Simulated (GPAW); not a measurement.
## Core-hole calculation of the Mg K edge in NaMgF3 (Pm-3m)

Aim: the near-edge shape at the Mg K edge of NaMgF3 (Pm-3m), and what the core hole does to it.

Main program and level: GPAW 26.7.0; X-ray absorption from dipole matrix elements to empty bands, plane-wave PAW LDA.

**1. Set-up**

Symmetry: Pm-3m, No. 221, cubic system. The conventional cell has a = 3.951 Å, b = 3.951 Å, c = 3.951 Å, α = 90.00°, β = 90.00°, γ = 90.00°. Nearest to Mg lie 6 F at 1.98 Å. Nearest to Na lie 12 F at 2.79 Å. F has 2 Mg at 1.98 Å and 4 Na at 2.79 Å nearest. Farther neighbours and most contacts between anions are not listed.

As a file:

```
Mg Na F
1.0
     3.95084    0.00000    0.00000
     0.00000    3.95084    0.00000
     0.00000    0.00000    3.95084
Mg Na F
1 1 3
Direct
  0.50000 0.50000 0.50000
  0.00000 0.00000 0.00000
  0.00000 0.50000 0.50000
  0.50000 0.00000 0.50000
  0.50000 0.50000 0.00000
```

**2. Ground state of the crystal**

The ground state comes first: it tells whether the system has a gap, which decides how the excited electron is treated.

scf.py

```python
import numpy as np
from ase import Atoms
from ase.parallel import parprint, paropen
from gpaw import GPAW, PW, FermiDirac, Mixer, MixerDif, setup_paths
from gpaw.test import gen
setup_paths.insert(0, '.')
gen('Mg', name='nch1s', xcname='LDA', corehole=(1, 0, 0), write_xml=True)
from gpaw.mpi import world
world.barrier()

atoms = Atoms('MgNaF3',
    cell=[[3.950839, 0, 0],
     [0, 3.950839, 0],
     [0, 0, 3.950839]],
    scaled_positions=[[0.5, 0.5, 0.5],
     [0, 0, 0],
     [0, 0.5, 0.5],
     [0.5, 0, 0.5],
     [0.5, 0.5, 0]],
    pbc=True)
atoms.calc = calc = GPAW(legacy_gpaw=True, mode=PW(500, force_complex_dtype=True), xc='LDA', setups={0: 'nch1s'},
    kpts={'size': (6, 6, 6), 'gamma': True}, occupations=FermiDirac(0.05),
    charge=0, mixer=Mixer(0.1, 5, 50), maxiter=150,
    convergence={'density': 0.0001, 'eigenstates': 1e-6}, txt='scf.txt')
energy = atoms.get_potential_energy() + calc.get_reference_energy()
ef = calc.get_fermi_level()
out = dict(energy=energy, fermi=ef, forces=atoms.get_forces().tolist())
parprint(f'all-electron energy {energy:.4f} eV, Fermi level {ef:.4f} eV')
ev = np.array([[calc.get_eigenvalues(k, s) for k in range(len(calc.get_ibz_k_points()))] for s in range(calc.get_number_of_spins())])
out['homo'], out['lumo'], out['counts'] = ev[ev < ef].max(), ev[ev > ef].min(), sorted(set((ev < ef).sum((0, 2)).tolist()))
out['filled'] = (ev[:, 0] < ef).sum(1).tolist()
import json
with paropen('out.json', 'w') as f:
    json.dump(out, f)
```

Command:

```bash
$ OMP_NUM_THREADS=1 mpirun -n 4 gpaw python scf.py
```

Numbers of over 12 decimals in the logs are rounded to 6 here.

What it wrote:

```text
Input parameters:
  convergence: {density: 0.0001,
                eigenstates: 1e-06}
  kpts: {gamma: True,
         size: (6, 6, 6)}
  maxiter: 150
  mixer: {backend: pulay,
          beta: 0.1,
          method: separate,
          nmaxold: 5,
          weight: 50}
  mode: {ecut: 500.0,
         force_complex_dtype: True,
         name: pw}
  occupations: {fixmagmom: False,
                name: fermi-dirac,
                width: 0.05}
  setups: {0: nch1s}

Initialize ...

[... PAW data sets ...]

Reference energy: -17922.814938  # eV

Spin-paired calculation

[... convergence settings ...]
Symmetries present (total): 48
  [... symmetry matrices ...]

216 k-points: 6 x 6 x 6 Monkhorst-Pack grid + [1/12,1/12,1/12]
20 k-points in the irreducible part of the Brillouin zone
       k-points in crystal coordinates                weights
   0:     0.00000000    0.00000000    0.00000000          1/216
   1:     0.16666667    0.00000000    0.00000000          6/216
   2:     0.16666667    0.16666667    0.00000000         12/216
   3:     0.16666667    0.16666667    0.16666667          8/216
   4:     0.33333333    0.00000000    0.00000000          6/216
   5:     0.33333333    0.16666667    0.00000000         24/216
   6:     0.33333333    0.16666667    0.16666667         24/216
   7:     0.33333333    0.33333333    0.00000000         12/216
   8:     0.33333333    0.33333333    0.16666667         24/216
   9:     0.33333333    0.33333333    0.33333333          8/216
          ...
  19:     0.50000000    0.50000000    0.50000000          1/216

Wave functions: Plane wave expansion
  Cutoff energy: 500.000 eV
  Number of coefficients (min, max): 1542, 1596
  Pulay-stress correction: 0.000000 eV/Ang^3 (de/decut=0.000000)
  Using FFTW library
  Wavefunction extrapolation:
    Improved wavefunction reuse through dual PAW basis

Occupation numbers: Fermi-Dirac:
  width: 0.0500  # eV

Eigensolver
   Davidson(niter=2)

Densities:
  Coarse grid: 21*21*21 grid
  Fine grid: 42*42*42 grid
  Total Charge: 0.000000

Density mixing:
  Method: separate
  Backend: pulay
  Linear mixing parameter: 0.1
  old densities: 5
  Width of damping distribution: 1.1
  Damping of long wavelength oscillations: 50

[... Hamiltonian set-up ...]
Number of atoms: 5
Number of atomic orbitals: 27
Number of bands in calculation: 27
Number of valence electrons: 38
Bands to converge: occupied

... initialized

Initializing position-dependent things.

Density initialized from atomic densities
Creating initial wave functions:
  27 bands from LCAO basis set

Positions:
   0 Mg     1.975420    1.975420    1.975420    ( 0.0000,  0.0000,  0.0000)
   1 Na     0.000000    0.000000    0.000000    ( 0.0000,  0.0000,  0.0000)
   2 F      0.000000    1.975420    1.975420    ( 0.0000,  0.0000,  0.0000)
   3 F      1.975420    0.000000    1.975420    ( 0.0000,  0.0000,  0.0000)
   4 F      1.975420    1.975420    0.000000    ( 0.0000,  0.0000,  0.0000)

Unit cell:
           periodic     x           y           z      points  spacing
  1. axis:    yes    3.950839    0.000000    0.000000    21     0.1881
  2. axis:    yes    0.000000    3.950839    0.000000    21     0.1881
  3. axis:    yes    0.000000    0.000000    3.950839    21     0.1881

  Lengths:   3.950839   3.950839   3.950839
  Angles:   90.000000  90.000000  90.000000

Effective grid spacing dv^(1/3) = 0.1881

iter:   1   -27.507999
iter:   2   -26.841785   -1.25  -1.23
iter:   3   -26.084028   -1.06  -1.32
iter:   4   -26.047025   -2.17  -1.55
iter:   5   -26.032462   -2.61  -1.94
iter:   6   -26.034524c  -3.18  -2.86
iter:   7   -26.030810c  -3.56  -2.59
iter:   8   -26.030964c  -4.37  -3.53
iter:   9   -26.030783c  -4.59  -3.35
iter:  10   -26.030777c  -6.74c -4.04c

Converged after 10 iterations.

Dipole moment: (-0.000000, -0.000000, -0.000000) |e|*Ang

Energy contributions relative to reference atoms: (reference = -17922.814938)

Kinetic:        +19.705293
Potential:      -19.685086
External:        +0.000000
XC:             -26.574708
Entropy (-ST):   -0.000000
Local:           +0.523725
SIC:             +0.000000
--------------------------
Free energy:    -26.030777
Extrapolated:   -26.030777

Showing only first 2 kpts
 Kpt  Band  Eigenvalues  Occupancy
  0    17     -1.67635    2.00000
  0    18     -1.67631    2.00000
  0    19      4.38866    0.00000
  0    20     11.66969    0.00000

  1    17     -1.71446    2.00000
  1    18     -1.71442    2.00000
  1    19      4.85469    0.00000
  1    20     10.80801    0.00000

Fermi level: 0.32545

Gap: 5.615 eV
Transition (v -> c):
  (s=0, k=19, n=18, [0.50, 0.50, 0.50]) -> (s=0, k=0, n=19, [0.00, 0.00, 0.00])
Direct/indirect transitions are different
Direct gap: 6.065 eV
Transition at: (s=0, k=0, n=18, [0.00, 0.00, 0.00])

Forces in eV/Ang:
  0 Mg   -0.00000    0.00000    0.00000
  1 Na    0.00000    0.00000    0.00000
  2 F     0.00000    0.00000    0.00000
  3 F    -0.00000    0.00000    0.00000
  4 F     0.00000    0.00000    0.00000
Scalar-relativistic atomic LDA calculation for Mg (Magnesium, Z=12)
Core hole in 1s state (1s occupation: 2.0)
450 radial gridpoints.
|------------------------------------------------|
|------------------------------------------------|
[... the atom generator's iteration count ...]

Energy contributions:
-------------------------
Kinetic:     +199.421891
XC:           -15.478236
Potential:   -383.390681
-------------------------
Total:       -199.447026

state      eigenvalue         ekin         rmax
-----------------------------------------------
1s^2.0 :   -46.058148    66.987568        0.085
2s^2.0 :    -2.913890     8.631240        0.548
2p^6.0 :    -1.717103     7.802539        0.477
3s^2.0 :    -0.175717     0.684522        2.514
3p^0.0 :    -0.050476     0.349037        3.500
-----------------------------------------------
(units: Bohr and Hartree)

Generating PAW setup
Kinetic energy of the core from tauc = 134.219440
Cutoffs:
rc(s)=2.060
rc(p)=2.050
rc(d)=1.960
rc(vbar)=2.000
rc(comp)=1.950
rc(nct)=2.060

Kinetic energy of the core states: 133.975135
Charge: 0.0
Core electrons: 2.0
Valence electrons: 10.0
Pseudo-core charge: 0.000000
Shape function alpha=2.630
Pseudo-electron charge 2.915379
state    eigenvalue         norm
--------------------------------
2s(2) :    -2.913890     0.147237
3s(2) :    -0.175717     1.006311
2p(6) :    -1.717103     0.101380
3p(0) :    -0.050476     0.993759
*d    :     0.000000
--------------------------------

Diagonalizing with gridspacing h=0.050

state   all-electron     PAW
-------------------------------
2s:      -2.913890    -2.914469
2p:      -1.717103    -1.717995
*d:                    0.032132
*f:                    0.068122
-------------------------------
all-electron energy -17948.8457 eV, Fermi level 0.3254 eV
```

Elapsed: 6.2 s, on 4 MPI ranks of Intel Xeon Platinum 8488C (Sapphire Rapids), shared host; peak memory 0.18 GiB.

The mesh shows a gap of 5.62 eV, so the hole is first treated in a charged cell, without the excited electron.

**3. Spectrum without a core hole, Mg atom 1**

Without a hole the spectrum is the empty density of states of the right symmetry on the absorber, weighted by matrix elements. It needs only the small cell and serves as the baseline. The data set with a hole of occupation 0 only carries the core orbital.

The absorber has 6 F at 1.98 Å (octahedral, site symmetry m-3m).

xas.py

```python
import numpy as np
from ase import Atoms
from ase.parallel import parprint, paropen
from gpaw import GPAW, PW, FermiDirac, Mixer, MixerDif, setup_paths
from gpaw.test import gen
setup_paths.insert(0, '.')
gen('Mg', name='nch1s', xcname='LDA', corehole=(1, 0, 0), write_xml=True)
from gpaw.mpi import world
world.barrier()

atoms = Atoms('MgNaF3',
    cell=[[3.950839, 0, 0],
     [0, 3.950839, 0],
     [0, 0, 3.950839]],
    scaled_positions=[[0.5, 0.5, 0.5],
     [0, 0, 0],
     [0, 0.5, 0.5],
     [0.5, 0, 0.5],
     [0.5, 0.5, 0]],
    pbc=True)
atoms.calc = calc = GPAW(legacy_gpaw=True, mode=PW(500, force_complex_dtype=True), xc='LDA', setups={0: 'nch1s'},
    kpts={'size': (6, 6, 6), 'gamma': True}, occupations=FermiDirac(0.02),
    charge=0, mixer=Mixer(0.1, 5, 50), maxiter=150,
    convergence={'density': 0.0001, 'eigenstates': 1e-6}, txt='scf.txt')
energy = atoms.get_potential_energy() + calc.get_reference_energy()
ef = calc.get_fermi_level()
out = dict(energy=energy, fermi=ef, forces=atoms.get_forces().tolist())
parprint(f'all-electron energy {energy:.4f} eV, Fermi level {ef:.4f} eV')
ev = np.array([[calc.get_eigenvalues(k, s) for k in range(len(calc.get_ibz_k_points()))] for s in range(calc.get_number_of_spins())])
out['homo'], out['lumo'], out['counts'] = ev[ev < ef].max(), ev[ev > ef].min(), sorted(set((ev < ef).sum((0, 2)).tolist()))
out['filled'] = (ev[:, 0] < ef).sum(1).tolist()

from ase.units import Ha
from gpaw.xas import dipole_matrix_elements
nb = int(calc.get_number_of_electrons() / 2) + 40
top, nb = nb, nb + 8 + nb // 12
nscf = calc.fixed_density(kpts={'size': (6, 6, 6), 'gamma': True}, nbands=nb,
    convergence={'bands': top, 'eigenstates': 5e-3}, maxiter=60, txt='nscf.txt')
cell = atoms.cell.array
ops = [cell.T @ U.T @ np.linalg.inv(cell.T) for U in nscf.wfs.kd.symmetry.op_scc]
filled = [19]  # bands filled in the ground state, by spin
E = np.arange(-25, 34, 0.1)
fwhm = np.interp(E, [4, 25], [0.9, 3.5])
Y, X, zero, highest = 0, 0, 1e9, 1e9
for spin in range(nscf.get_number_of_spins()):
    wfs = nscf.wfs
    mine = wfs.bd.get_slice()  # this rank's bands
    A = dipole_matrix_elements(wfs.setups[0])
    eps = np.zeros((wfs.kd.nibzkpts, nb))
    d = np.zeros((3, A.shape[1], wfs.kd.nibzkpts, nb), complex)
    for kpt in wfs.kpt_u:
        if kpt.s == spin and 0 in kpt.P_ani:
            eps[kpt.k, mine] = kpt.eps_n * Ha
            d[:, :, kpt.k, mine] = (kpt.weight * wfs.nspins / 2) ** 0.5 * np.inner(A, kpt.P_ani[0])
    world.sum(eps)
    world.sum(d)
    T = np.einsum('amkn,bmkn->abkn', d, d.conj()).real
    T = sum(np.einsum('ai,ijkn,bj->abkn', R, T, R) for R in ops) / len(ops)
    empty = np.ones_like(eps, bool) & (np.arange(nb) >= filled[spin])
    zero, highest = min(zero, eps[empty].min()), min(highest, eps[:, top - 1].min())
    lines = [(eps, T, empty)] if spin == 0 else lines + [(eps, T, empty)]
for eps, T, empty in lines:
    f = np.einsum('aakn->akn', T).reshape(3, -1)
    x = eps.ravel() - zero
    w = np.interp(x, E, fwhm) / 2.35482
    g = np.exp(-0.5 * ((E[:, None] - x) / w) ** 2) / (w * (2 * np.pi) ** 0.5)
    Y = Y + (f * empty.ravel()) @ g.T
    X = X + (f * ~empty.ravel()) @ g.T
out.update(E=E.round(2).tolist(), xas=Y.tolist(), xes=X.tolist(), zero=zero, valid=highest - zero, nk=len(eps), nb=nb)
for i in range(0, len(E), 10):
    parprint(f'{E[i]:7.2f}', *(f'{v:10.3e}' for v in Y[:, i]))
import json
with paropen('out.json', 'w') as f:
    json.dump(out, f)
```

Command:

```bash
$ OMP_NUM_THREADS=1 mpirun -n 4 gpaw python xas.py
```

What it wrote:

```text
Input parameters:
  convergence: {density: 0.0001,
                eigenstates: 1e-06}
  kpts: {gamma: True,
         size: (6, 6, 6)}
  maxiter: 150
  mixer: {backend: pulay,
          beta: 0.1,
          method: separate,
          nmaxold: 5,
          weight: 50}
  mode: {ecut: 500.0,
         force_complex_dtype: True,
         name: pw}
  occupations: {fixmagmom: False,
                name: fermi-dirac,
[...]
*d    :     0.000000
--------------------------------

Diagonalizing with gridspacing h=0.050

state   all-electron     PAW
-------------------------------
2s:      -2.913890    -2.914469
2p:      -1.717103    -1.717995
*d:                    0.032132
*f:                    0.068122
-------------------------------
all-electron energy -17948.8457 eV, Fermi level 0.3254 eV
[...]
32.00  1.065e-05  1.065e-05  1.065e-05
  33.00  1.018e-05  1.018e-05  1.018e-05
[key lines of the parts left out:]
Converged after 10 iterations.
Dipole moment: (-0.000000, -0.000000, -0.000000) |e|*Ang
Free energy:    -26.030777
Fermi level: 0.32545
```

Elapsed: 10 s, on 4 MPI ranks; peak memory 0.22 GiB.

The Mg K spectrum, Mg atom 1, no core hole (energy from the lowest empty level; intensity scaled to a mean of 1 over the first 20 eV):

```tsv
E (eV)	intensity
-2.0	0.00
-1.5	0.00
-1.0	0.00
-0.5	0.00
0.0	0.00
0.5	0.00
1.0	0.01
1.5	0.02
2.0	0.04
2.5	0.05
3.0	0.07
3.5	0.09
4.0	0.10
4.5	0.14
5.0	0.24
5.5	0.36
6.0	0.42
6.5	0.39
7.0	0.40
7.5	0.47
8.0	0.53
8.5	0.59
9.0	0.82
9.5	1.26
10.0	1.81
10.5	2.23
11.0	2.24
11.5	1.87
12.0	1.47
12.5	1.26
13.0	1.21
13.5	1.20
14.0	1.21
14.5	1.28
15.0	1.41
15.5	1.64
16.0	1.91
16.5	2.14
17.0	2.26
17.5	2.22
18.0	2.03
18.5	1.72
19.0	1.36
19.5	1.01
20.0	0.73
20.5	0.53
21.0	0.42
21.5	0.35
22.0	0.31
22.5	0.30
23.0	0.30
23.5	0.30
24.0	0.32
24.5	0.35
25.0	0.38
25.5	0.43
26.0	0.49
26.5	0.56
27.0	0.63
27.5	0.70
28.0	0.76
28.5	0.81
29.0	0.86
29.5	0.90
30.0	0.93
30.5	0.97
31.0	1.00
31.5	1.03
32.0	1.04
```

Main maxima below 24 eV (height): 10.8 eV (2.29) and 17.1 eV (2.27). A K edge sees empty p states on the absorber.

The same matrix elements for filled bands give the Mg K emission of Mg atom 1 (ground-state approximation; energy from the lowest empty level, largest value 1):

```tsv
E (eV)	emission
-24.00	0.03
-23.25	0.00
-22.50	0.00
-21.75	0.00
-21.00	0.00
-20.25	0.00
-19.50	0.00
-18.75	0.00
-18.00	0.00
-17.25	0.00
-16.50	0.00
-15.75	0.00
-15.00	0.00
-14.25	0.00
-13.50	0.00
-12.75	0.00
-12.00	0.00
-11.25	0.00
-10.50	0.00
-9.75	0.02
-9.00	0.24
-8.25	0.81
-7.50	0.82
-6.75	0.23
-6.00	0.09
-5.25	0.01
-4.50	0.00
-3.75	0.00
-3.00	0.00
-2.25	0.00
-1.50	0.00
-0.75	0.00
0.00	0.00
0.75	0.00
1.50	0.00
2.25	0.00
3.00	0.00
```

Emission maxima: -7.8 eV (1.00).

**4. Reference energy of the supercell**

The photon energy needs a difference of total energies, so the cell and mesh of the coming hole run are first run without a hole.

scf.py: that of step 2 with these lines changed.

```diff
@@ -10,10 +10,15 @@
 
-atoms = Atoms('MgNaF3',
-    cell=[[3.950839, 0, 0],
-     [0, 3.950839, 0],
-     [0, 0, 3.950839]],
-    scaled_positions=[[0.5, 0.5, 0.5],
+atoms = Atoms('Mg2Na2F6',
+    cell=[[3.950839, 0, 3.950839],
+     [0, 3.950839, 3.950839],
+     [-3.950839, 0, 3.950839]],
+    scaled_positions=[[0.25, 0.5, 0.75],
+     [0.75, 0.5, 0.25],
      [0, 0, 0],
+     [0.5, 0, 0.5],
+     [0, 0.5, 0],
+     [0.5, 0.5, 0.5],
+     [0.5, 0, 0],
+     [0, 0, 0.5],
      [0, 0.5, 0.5],
-     [0.5, 0, 0.5],
      [0.5, 0.5, 0]],
@@ -21,3 +26,3 @@
 atoms.calc = calc = GPAW(legacy_gpaw=True, mode=PW(500, force_complex_dtype=True), xc='LDA', setups={0: 'nch1s'},
-    kpts={'size': (6, 6, 6), 'gamma': True}, occupations=FermiDirac(0.05),
+    kpts={'size': (5, 5, 5), 'gamma': True}, occupations=FermiDirac(0.02),
     charge=0, mixer=Mixer(0.1, 5, 50), maxiter=150,
```

Command:

```bash
$ OMP_NUM_THREADS=1 mpirun -n 4 gpaw python scf.py
```

What it wrote:

```text
Input parameters:
  convergence: {density: 0.0001,
                eigenstates: 1e-06}
  kpts: {gamma: True,
         size: (5, 5, 5)}
  maxiter: 150
  mixer: {backend: pulay,
          beta: 0.1,
          method: separate,
          nmaxold: 5,
          weight: 50}
  mode: {ecut: 500.0,
         force_complex_dtype: True,
         name: pw}
  occupations: {fixmagmom: False,
                name: fermi-dirac,
[...]
2s(2) :    -2.913890     0.147237
3s(2) :    -0.175717     1.006311
2p(6) :    -1.717103     0.101380
3p(0) :    -0.050476     0.993759
*d    :     0.000000
--------------------------------

Diagonalizing with gridspacing h=0.050

state   all-electron     PAW
-------------------------------
2s:      -2.913890    -2.914469
2p:      -1.717103    -1.717995
*d:                    0.032132
*f:                    0.068122
-------------------------------
all-electron energy -35897.6891 eV, Fermi level 0.3256 eV
[key lines of the parts left out:]
Converged after 11 iterations.
Dipole moment: (-0.000000, -0.000000, -0.000000) |e|*Ang
Free energy:    -52.059219
Fermi level: 0.32559
```

Run time: 12 s. Hardware: 4 MPI ranks; peak memory 0.22 GiB; 46 s of CPU time.

Reference energy: -35897.689 eV with the cores included.

(Part 1 of 3 ends here.)

[Banner, clock and machine lines of the logs are left out without a mark of their own.]

[Logs are printed without paths, hosts, clocks, repeated set-up lines and the standing remarks that a program may print on its own settings, such as how far it seeks lower states.]

[Hosts, paths, dates, database ids (printed as entryN), source tags and the programs' standing remarks are cut or masked in the printed files.]

[Lists of maxima count a maximum above −3 eV only where it reaches 4 % of the highest in the window and stands out from its surroundings by 2 % of it (1.5 % where it reaches 55 %); shoulders and weaker maxima are passed over, and of the rest the first, up to two pre-edge ones and the few strongest are named.]
